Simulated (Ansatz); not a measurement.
# Localised basis functions on (8,8) carbon nanotube bundle (192 atoms), part 2 of 2

Aim: test how closely localised support functions follow the reference on (8,8) carbon nanotube bundle (192 atoms), and at what cost. A setting counts as converged where the r.m.s. difference of forces stays under 1 % of the r.m.s. force.

Ansatz 0.2.0; Kohn-Sham DFT, PBE+D3(BJ), PAW (set soft_2), plane waves.

The cell: 192 C. Only the Γ point is sampled, in a cell whose shortest periodic width is 12 Å.

So far. Step 4 (Support functions medium): Forces differ from the reference by 2.0 meV/Å r.m.s., 0.059 % of their size, well within a tolerance of 1 %; the energy by -3.7 meV/atom. It took roughly 3.3 times the reference's time (one timing each, with unlike analyses asked), in 15 cycles against 11. Step 5 (Support functions medium, spacing 0.411 Å): Forces differ from the reference by 881 meV/Å r.m.s., 26 % of their size, far over a tolerance of 1 %; the energy by +405 meV/atom.

## Step 6: Support functions medium, spacing 0.343 Å

Level of this step: Kohn-Sham DFT, PBE+D3(BJ), PAW (set soft_2), localised support functions (medium) (Ansatz).

The grid spacing sets how fine a wave the support functions can hold.

Input file input.yaml:

```yaml
crystal:
  lattice:
    - [14.15015, 0.0, 0.0]
    - [-7.07508, 12.25439, 0.0]
    - [0.0, 0.0, 14.76]
  atoms:
    [... the 192 atom lines of step 2 ...]
kpoints:
  mp_grid: { grid: [1, 1, 1] }
hamiltonian:
  xc: pbe
  dispersion: d3bj
scf:
  occupations: { method: fermi_dirac, width: 0.025 }
  eigensolver: { kind: { support_functions: { accuracy: medium, spacing: 0.343 } } }
  mixing: { beta: 0.4 }
  max_iter: 150
output:
  forces: true
  eigenvalues: true
```

The run is started by

```console
> ansatz run input.yaml --threads 4 --pin off --max-ram 8192MiB --backend cpu --events-out ev --progress --plain --runs-dir out
```

Output:

```text
[...]
Crystal: 192 atoms, lattice volume = 2559.406 Å³
Basis set: ecut = 420 eV, 49963 PW (Γ), exchange–correlation on 192×192×200 points (8 copies of the dense FFT grid, shifted against one another)
Bands: 461, of which v1, the nominal top of the filled ones, is band 384 counted from 1 (383 counted from 0)
Symmetry: 1 space group operations
k-points: 1
[...]
SCF iter   1: F=—  HF=-48195.601851 eV  |F-HF|=—  |Δ(HF+E_count)|=         —  Δρ=9.08e-2  dr2=2.11e2  ethr=1.00e-1
[...]
SCF iter  15: F=-48151.295169 eV  HF=-48151.294984 eV  |F-HF|=1.85e-4  |Δ(HF+E_count)|=   1.11e-3  Δρ=9.88e-6  dr2=3.68e-6  ethr=1.67e-9
SCF 1 converged in 15 iterations: F = -48151.306320 eV  dr2 = 3.68e-6
[...]
SCF converged after 15 iterations
[...]
Free energy (F): -48151.306320 eV
[...]
Internal energy: -48151.303629 eV  (E = F + TS)
E sigma→0 (E₀):  -48151.304974 eV
Entropy (-TS):   -0.002691 eV (-0.014 meV/atom)
Fermi energy:    3.229197 eV
[...]
--- Forces (eV/Å), atoms counted from 1 ---
  atom   1  C      0.15551535    -3.01848530    -1.73380948
  atom   2  C     -0.61325379     7.25143673     9.93208782
  atom   3  C     -3.15568360     3.37263263    -0.17951125
  atom   4  C      1.05358470    -0.60129689     1.59385605
  atom   5  C      3.81595373    -3.12751797    -3.05820391
  atom   6  C      1.12908213    -0.72431645     0.41147213
  atom   7  C     -1.29370264     0.51059227    -6.30991435
  atom   8  C     -4.50753735     0.41140618     3.31494579
  atom   9  C      4.47844424     0.47859830    -2.50012128
  atom  10  C     -0.09588762     1.18034756     3.04432070
  atom  11  C      1.30953491     2.22120853     3.48682160
  atom  12  C      1.69227072     2.01157051    -1.48305169
  atom  13  C      1.02621793     1.16649713    -2.30485105
  atom  14  C     -0.77084562    -2.15286448     7.69000170
[...]
atom 191  C     -1.79497276    -1.16677555     0.29457946
  atom 192  C     -0.18982208     2.67597398    -2.36901894
  max |Σ_I F_I| component: 2.35e-1 eV/Å
--- Band table (eV) ---
[...]
```

It took 2.4 min on 4 threads of Intel Xeon Platinum 8488C (Sapphire Rapids), shared host; peak memory 4 GiB; 9.3 min of CPU time.

Forces differ from the reference by 21 meV/Å r.m.s., 0.64 % of their size, within a tolerance of 1 %; the energy by +3.9 meV/atom. It took roughly 2.1 times the reference's time (one timing each, with unlike analyses asked), in 15 cycles against 11. The setting is coarser than the default on purpose.

## Step 7: A run with a doubtful setting

The input is spoilt on purpose; the run shows how that looks.

This step: Kohn-Sham DFT, PBE+D3(BJ), PAW (set soft_2), plane waves (Ansatz 0.2.0).

input.yaml, the sections that differ from step 6:

```yaml
scf:
  occupations: { method: fermi_dirac, width: 0.025 }
  max_iter: 100
output:
  forces: true
total_charge: -4
# crystal, kpoints, hamiltonian: as in step 6
```

Output:

```text
[...]
Crystal: 192 atoms, lattice volume = 2559.406 Å³
Basis set: ecut = 420 eV, 49963 PW (Γ), exchange–correlation on 192×192×200 points (8 copies of the dense FFT grid, shifted against one another)
Bands: 578, of which v1, the nominal top of the filled ones, is band 386 counted from 1 (385 counted from 0)
Symmetry: 1 space group operations
[...]
k-points: 1
[...]
SCF iter   1: F=—  HF=-48137.989239 eV  |F-HF|=—  |Δ(HF+E_count)|=         —  Δρ=5.29e-3  dr2=1.07e0  ethr=1.77e-3  ⟨swp⟩=7.0  Hψ=2846  notcnv=0  defer=156
[...]
SCF iter   3: F=—  HF=-48137.896624 eV  |F-HF|=—  |Δ(HF+E_count)|=   1.73e-2  Δρ=9.85e-4  dr2=6.57e-2  ethr=1.93e-5  ⟨swp⟩=2.0  Hψ=698  notcnv=0  defer=50
automatic band count: iteration 3 solves 447 bands in place of 578: the levels show a gap, and the empty bands left out lie too high to hold charge; the band table lists the bands solved (type scf.n_extra_bands for more)
SCF iter   4: F=—  HF=-48137.901197 eV  |F-HF|=—  |Δ(HF+E_count)|=   4.57e-3  Δρ=4.73e-4  dr2=2.44e-2  ethr=8.51e-6  ⟨swp⟩=2.0  Hψ=563  notcnv=0  defer=50
[...]
SCF iter   9: F=-48137.902151 eV  HF=-48137.902151 eV  |F-HF|=2.24e-7  |Δ(HF+E_count)|=   1.53e-6  Δρ=5.08e-6  dr2=9.18e-7  ethr=1.30e-10  ⟨swp⟩=3.0  Hψ=1675  notcnv=0
SCF 1 converged in 9 iterations: F = -48137.902151 eV  dr2 = 9.18e-7
[...]
SCF converged after 9 iterations
Free energy (F): -48137.902151 eV
[...]
Internal energy: -48137.902133 eV  (E = F + TS)
E sigma→0 (E₀):  -48137.902142 eV
Entropy (-TS):   -0.000018 eV (-0.000 meV/atom)
Fermi energy:    3.994867 eV
[...]
--- Forces (eV/Å), atoms counted from 1 ---
  atom   1  C      0.13021140    -2.85090118    -1.63024462
  atom   2  C     -0.60477201     7.07315353     9.81221653
  atom   3  C     -3.21013027     3.58712209    -0.15386218
  atom   4  C      1.19048452    -0.72819932     1.57851256
  atom   5  C      3.69308180    -3.01295015    -3.06360164
  atom   6  C      1.34690519    -0.77612268     0.41863700
  atom   7  C     -1.59017216     0.59195487    -6.29088770
  atom   8  C     -4.28087143     0.40870395     3.22834751
  atom   9  C      4.25828691     0.46781546    -2.42781831
  atom  10  C      0.17360753     1.22665365     3.03105915
  atom  11  C      1.13654344     2.17385429     3.47032324
  atom  12  C      1.87136692     2.15400835    -1.52673719
  atom  13  C      0.88309352     1.05788155    -2.32348042
  atom  14  C     -0.71922203    -2.00586524     7.69580170
[...]
atom 191  C     -1.69546971    -0.93504617     0.19294350
  atom 192  C     -0.20835009     2.36524390    -2.39802618
  max |Σ_I F_I| component: 6.55e-4 eV/Å
```

Elapsed: 22 s, on 4 threads; peak memory 3.7 GiB.

The SCF closed, but on a changed input, so its numbers are not taken as the system's.

The change made on purpose: total_charge = -4.

How far it lies from the reference, the plane-wave single point:

```
r.m.s. difference of force components : 155.7 meV/Å
longest difference of force vectors   : 528.2 meV/Å
force difference over r.m.s. force    : 4.636 %
```

## Step 8: All settings compared

Differences are against the plane-wave reference (Kohn-Sham DFT, PBE+D3(BJ), PAW (set soft_2), plane waves), whose r.m.s. force component is 3.36 eV/Å. Energies are set beside the reference only for runs with its functional, potentials and electron count. Times are for 4 threads of Intel Xeon Platinum 8488C (Sapphire Rapids), shared host. The reference's time includes the DOS, the stress and grids, which some other runs skip.

```
                                      run  Δ force, r.m.s. (meV/Å)  share of r.m.s. force (%)  Δ energy (meV/atom)  cycles     time  host memory (GiB)
                                reference                        -                          -                    -      11     68 s                3.8
                    support functions low                     1.97                     0.0586                -3.75      14  4.2 min                5.9
                 support functions medium                     1.98                      0.059                -3.75      15  3.7 min                6.1
support functions medium, spacing 0.411 Å                      881                       26.2                  405      16    2 min                3.5
support functions medium, spacing 0.343 Å                     21.4                      0.637                 3.95      15  2.4 min                4.0
```

## Step 9: The reference in detail

With the settings judged, the reference run is read for its physics.

Length of the force by element and coordination:

```csv
element,coordination,atoms,mean length of the force (eV/Å),spread,least,most
C,all,192,4.95,3.06,0.814,19.9
```

Intrinsic-atomic-orbital charges by element and coordination:

```
element  coordination  atoms  mean charge (e)  spread    least    most
      C           all    192                0   0.008  -0.0201  0.0194
```

States in the cell by windows of 1 eV, zero at the Fermi level; the larger projections on atomic orbitals stand beside the total:

| from (eV) | to (eV) | total | C p | C s |
| --- | --- | --- | --- | --- |
| -18 | -17 | 33.3 | 11.6 | 21.1 |
| -17 | -16 | 26.7 | 10.8 | 15.5 |
| -16 | -15 | 34.9 | 15.7 | 18.7 |
| -15 | -14 | 34.8 | 15.7 | 18.8 |
| -14 | -13 | 20.0 | 11.5 | 8.3 |
| -13 | -12 | 33.5 | 21.7 | 11.4 |
| -12 | -11 | 34.4 | 23.4 | 10.6 |
| -11 | -10 | 35.0 | 26.4 | 8.3 |
| -10 | -9 | 28.4 | 22.7 | 5.4 |
| -9 | -8 | 47.1 | 40.6 | 6.0 |
| -8 | -7 | 66.6 | 60.3 | 5.3 |
| -7 | -6 | 70.2 | 66.5 | 2.9 |
| -6 | -5 | 72.6 | 69.4 | 2.6 |
| -5 | -4 | 53.7 | 51.8 | 1.6 |
| -4 | -3 | 47.3 | 46.4 | 0.7 |
| -3 | -2 | 54.7 | 54.1 | 0.4 |
| -2 | -1 | 17.0 | 16.9 | 0.1 |
| -1 | 0 | 11.5 | 11.3 | 0.1 |
| 0 | 1 | 8.2 | 8.0 | 0.0 |
| 1 | 2 | 31.4 | 30.0 | 0.3 |
| 2 | 3 | 33.1 | 30.8 | 0.4 |
| 3 | 4 | 31.2 | 24.6 | 0.5 |
| 4 | 5 | 39.0 | 17.2 | 1.0 |

The curve was stored every 0.10 eV, coarse against its broadening of 0.08 eV, so these counts are rough.

Between -20 and -18 eV lie 46 more states.

The levels nearest the highest filled one (over half full), pooled over k-points and spins:

```
level less the highest filled one (eV)  occupation
                                -0.863           2
                                -0.718           2
                                -0.673           2
                                -0.549           2
                                -0.109           2
                                     0        1.99
                                 0.275       0.008
                                 0.372           0
                                 0.945           0
                                  1.01           0
                                  1.17           0
                                  1.38           0
```

Electrostatic potential energy in the ca plane at fractional y = 0.429, with atoms of C within 0.2 Å of it. With pseudopotentials it is smooth inside the atoms' cores, unlike the true potential.

Ten even steps from '0' (-59 eV) to '9' (7 eV), each cell a mean:
```
999999888999998999999999999889999999999999
999999999999999999999999999999999999999999
999999999999999999999999999999999999999999
999999999999999999999999999999999999999999
999999999999999999999999999999999999999999
999999999999999999999999999999999999999999
999999999999999999999999999999999999999999
999999999999999999999999999999999999999999
999999999999999999999999999999999999999999
999999999999999999999999999999999999999999
999999999999999999999999999999999999999999
999999999999999999999999999999999999999999
999999999999999999999999999999999999999999
689998878999976788888789999878999987899997
578998767999876789987789998767999876799986
358887435898733689985468997546899743689985
025455103655500476761026665003545500376772
673016777301677720267674004667201676730167
997668998645899852479987447898756899862479
885116888401688840158874127888411688851168
134224324523631463464134246302422642342253
137886204888720388883027887313788730278873
789998767999877899987789998778999876789998
789998546899876799986689998657999865789987
```
Columns run along c (14.8 Å; values clipped at the 3rd and 97th percentile), rows up along a (14.2 Å). Atoms in or near the plane, at fractional coordinates: C at (0.01, 0.31), C at (0.08, 0.28), C at (0.09, 0.16), C at (0.17, 0.11), C at (0.17, 0.32), C at (0.25, 0.27), C at (0.25, 0.17), C at (0.34, 0.12), C at (0.33, 0.32), C at (0.41, 0.26), C at (0.42, 0.17), C at (0.51, 0.12), C at (0.50, 0.31), C at (0.59, 0.26) and more.

Valence density in the ca plane at fractional y = 0.429, with atoms of C within 0.2 Å of it. It is the smooth field of the valence electrons, not physical close to the nuclei.

Values in e/Å³, 13 rows by 16 columns, each cell a mean:
```
0.2 0.2 0.3 0.3 0.2 0.2 0.2 0.2 0.2 0.2 0.3 0.2 0.2 0.2 0.3 0.2
0.0 0.0 0.0 0.0 0.0 0.0 0.0 0.0 0.0 0.0 0.0 0.0 0.0 0.0 0.0 0.0
0.0 0.0 0.0 0.0 0.0 0.0 0.0 0.0 0.0 0.0 0.0 0.0 0.0 0.0 0.0 0.0
0.0 0.0 0.0 0.0 0.0 0.0 0.0 0.0 0.0 0.0 0.0 0.0 0.0 0.0 0.0 0.0
0.0 0.0 0.0 0.0 0.0 0.0 0.0 0.0 0.0 0.0 0.0 0.0 0.0 0.0 0.0 0.0
0.0 0.0 0.0 0.0 0.0 0.0 0.0 0.0 0.0 0.0 0.0 0.0 0.0 0.0 0.0 0.0
0.1 0.2 0.1 0.1 0.2 0.1 0.2 0.2 0.1 0.1 0.1 0.1 0.1 0.1 0.1 0.1
0.8 0.3 0.7 0.5 0.4 0.9 0.4 0.5 0.6 0.2 0.6 0.5 0.3 0.8 0.3 0.5
1.5 0.7 1.5 1.0 0.8 1.6 0.5 0.9 1.2 0.5 1.4 1.0 0.8 1.6 0.5 0.9
1.2 1.7 1.0 1.4 1.5 1.0 1.7 1.2 1.1 1.8 1.3 1.5 1.5 1.0 1.6 1.2
0.8 1.5 0.7 1.2 1.4 0.6 1.8 1.1 0.9 1.7 0.8 1.2 1.4 0.6 1.7 1.1
1.6 1.0 1.7 1.2 1.0 1.7 0.9 1.1 1.7 0.9 1.5 1.4 1.0 1.8 1.2 1.2
0.7 0.2 1.0 0.6 0.3 1.0 0.3 0.6 0.7 0.2 0.8 0.5 0.4 1.1 0.4 0.5
```
Columns run along c (14.8 Å), rows up along a (14.2 Å). Atoms in or near the plane, at fractional coordinates: C at (0.01, 0.31), C at (0.08, 0.28), C at (0.09, 0.16), C at (0.17, 0.11), C at (0.17, 0.32), C at (0.25, 0.27), C at (0.25, 0.17), C at (0.34, 0.12), C at (0.33, 0.32), C at (0.41, 0.26), C at (0.42, 0.17), C at (0.51, 0.12), C at (0.50, 0.31), C at (0.59, 0.26) and more.

Intrinsic-atomic-orbital charges run from -0.02 to +0.02 e. Within 0.4 eV of the Fermi level the largest share is C p (100 % of the projected weight).

## Step 10: Local order

These statistics describe the geometry on which the runs were made.

Density 1.50 g/cm³, 13.33 Å³ an atom.

Pair distribution function in bins of 0.2 Å:

| r (Å) | total |
| --- | --- |
| 1.10 | 0.04 |
| 1.30 | 3.07 |
| 1.50 | 4.74 |
| 1.70 | 0.08 |
| 1.90 | 0.00 |
| 2.10 | 0.00 |
| 2.30 | 1.38 |
| 2.50 | 3.81 |
| 2.70 | 0.88 |
| 2.90 | 1.19 |
| 3.10 | 0.03 |
| 3.30 | 0.08 |
| 3.50 | 0.21 |
| 3.70 | 2.29 |
| 3.90 | 0.70 |
| 4.10 | 1.06 |
| 4.30 | 1.42 |
| 4.50 | 0.64 |
| 4.70 | 0.87 |
| 4.90 | 1.56 |
| 5.10 | 1.40 |
| 5.30 | 0.73 |
| 5.50 | 0.77 |
| 5.70 | 0.89 |
| 5.90 | 0.67 |
| 6.10 | 1.26 |
| 6.30 | 1.07 |
| 6.50 | 1.46 |

Bonds by pair of elements; cutoffs follow the first minimum of g(r), held within bounds set by covalent radii, and pairs that aren't listed don't count as bonded:

```csv
pair A-B,cutoff (Å),bonds,mean length (Å),spread (Å),shortest (Å),B about A,A about B
C-C,1.85,288,1.42,0.073,1.19,3,3
```

How many atoms have how many bonded neighbours:

```
element  mean    3
      C     3  192
```

Rings of the network by King's shortest-path rule, up to 12 atoms, one path for each pair of neighbours; H, halogens, alkali and alkaline-earth atoms are left out:

```csv
ring size (atoms),rings,per network atom
6,96,0.5
```

The first peak of g(r) lies near 1.42 Å. With the cutoffs above, all C atoms have 3 bonded neighbours. All rings counted have 6 atoms.

Local excerpt of 10 atoms (numbers count through the whole input) about C164, which bears the longest force; x, y, z are measured from there.

```
atom      x      y      z  distance (Å)  bonds  intrinsic-atomic-orbital charge (e)      Fx      Fy  Fz (eV/Å)
C164   0.00   0.00   0.00          0.00      3                                 0.01   13.74  -14.33      -1.54
C165  -0.93   0.73  -0.03          1.18      3                                -0.01  -12.80   11.12       0.96
  C3   0.53  -0.79   1.17          1.50      3                                 0.00   -3.16    3.36      -0.19
C163   0.45  -0.79  -1.33          1.61      3                                 0.00   -2.31    4.43       1.88
C166  -1.60   1.20  -1.23          2.35      3                                 0.01    1.42   -0.87      -1.15
  C6  -1.59   1.23   1.22          2.36      3                                 0.00    1.13   -0.73       0.42
  C4  -0.01  -0.19   2.36          2.37      3                                 0.00    1.04   -0.59       1.60
C132  -0.06  -0.18  -2.50          2.51      3                                 0.00    4.54   -2.53      -0.48
  C2   0.96  -2.16   1.09          2.61      3                                 0.00   -0.63    7.29      10.00
C162   0.97  -2.02  -1.37          2.62      3                                 0.00    0.76   -2.56       4.29
```

## Step 11: Summary of results

```yaml
free_energy_per_atom: -250.7920 eV/atom
density: 1.496 g/cm³
pressure: 6.254 GPa
r_m_s_force_component: 3.359 eV/Å
wall_time_of_the_6_dft_runs: 14 min
```

What this shows: Against plane waves at 420 eV, the forces differ by 2.0 meV/Å (0.059 %) with support functions medium. At 192 atoms the fastest of the runs at a preset level, support functions medium, takes roughly 3.3 times the time of plane waves (whose run also made extra analyses), in 15 SCF cycles against 11. Differences between support functions and plane waves include what basis error the plane-wave run still has.

No gap is quoted: a carbon tube of such indices can be metallic, and the k-points needn't hold the crossing of its bands. With the cutoffs above, all C atoms have 3 bonded neighbours.

**Limits.** The geometry was built by rule, was displaced at random and isn't relaxed at this level: its force components are 3.4 eV/Å r.m.s. The stress is far from hydrostatic: its diagonal is 4.7, 5.7, 8.3 GPa, compression counted positive. The pressure of 6.3 GPa belongs to unrelaxed atoms and would change as they relax.

[Long decimals in the printed logs are rounded to 6 places.]

[Logs are printed without paths, hosts, clocks, repeated set-up lines and the standing remarks that a program may print on its own settings, such as how far it seeks lower states.]

[Hosts, paths, dates, database ids (printed as entryN), source tags and the programs' standing remarks are cut or masked in the printed files.]
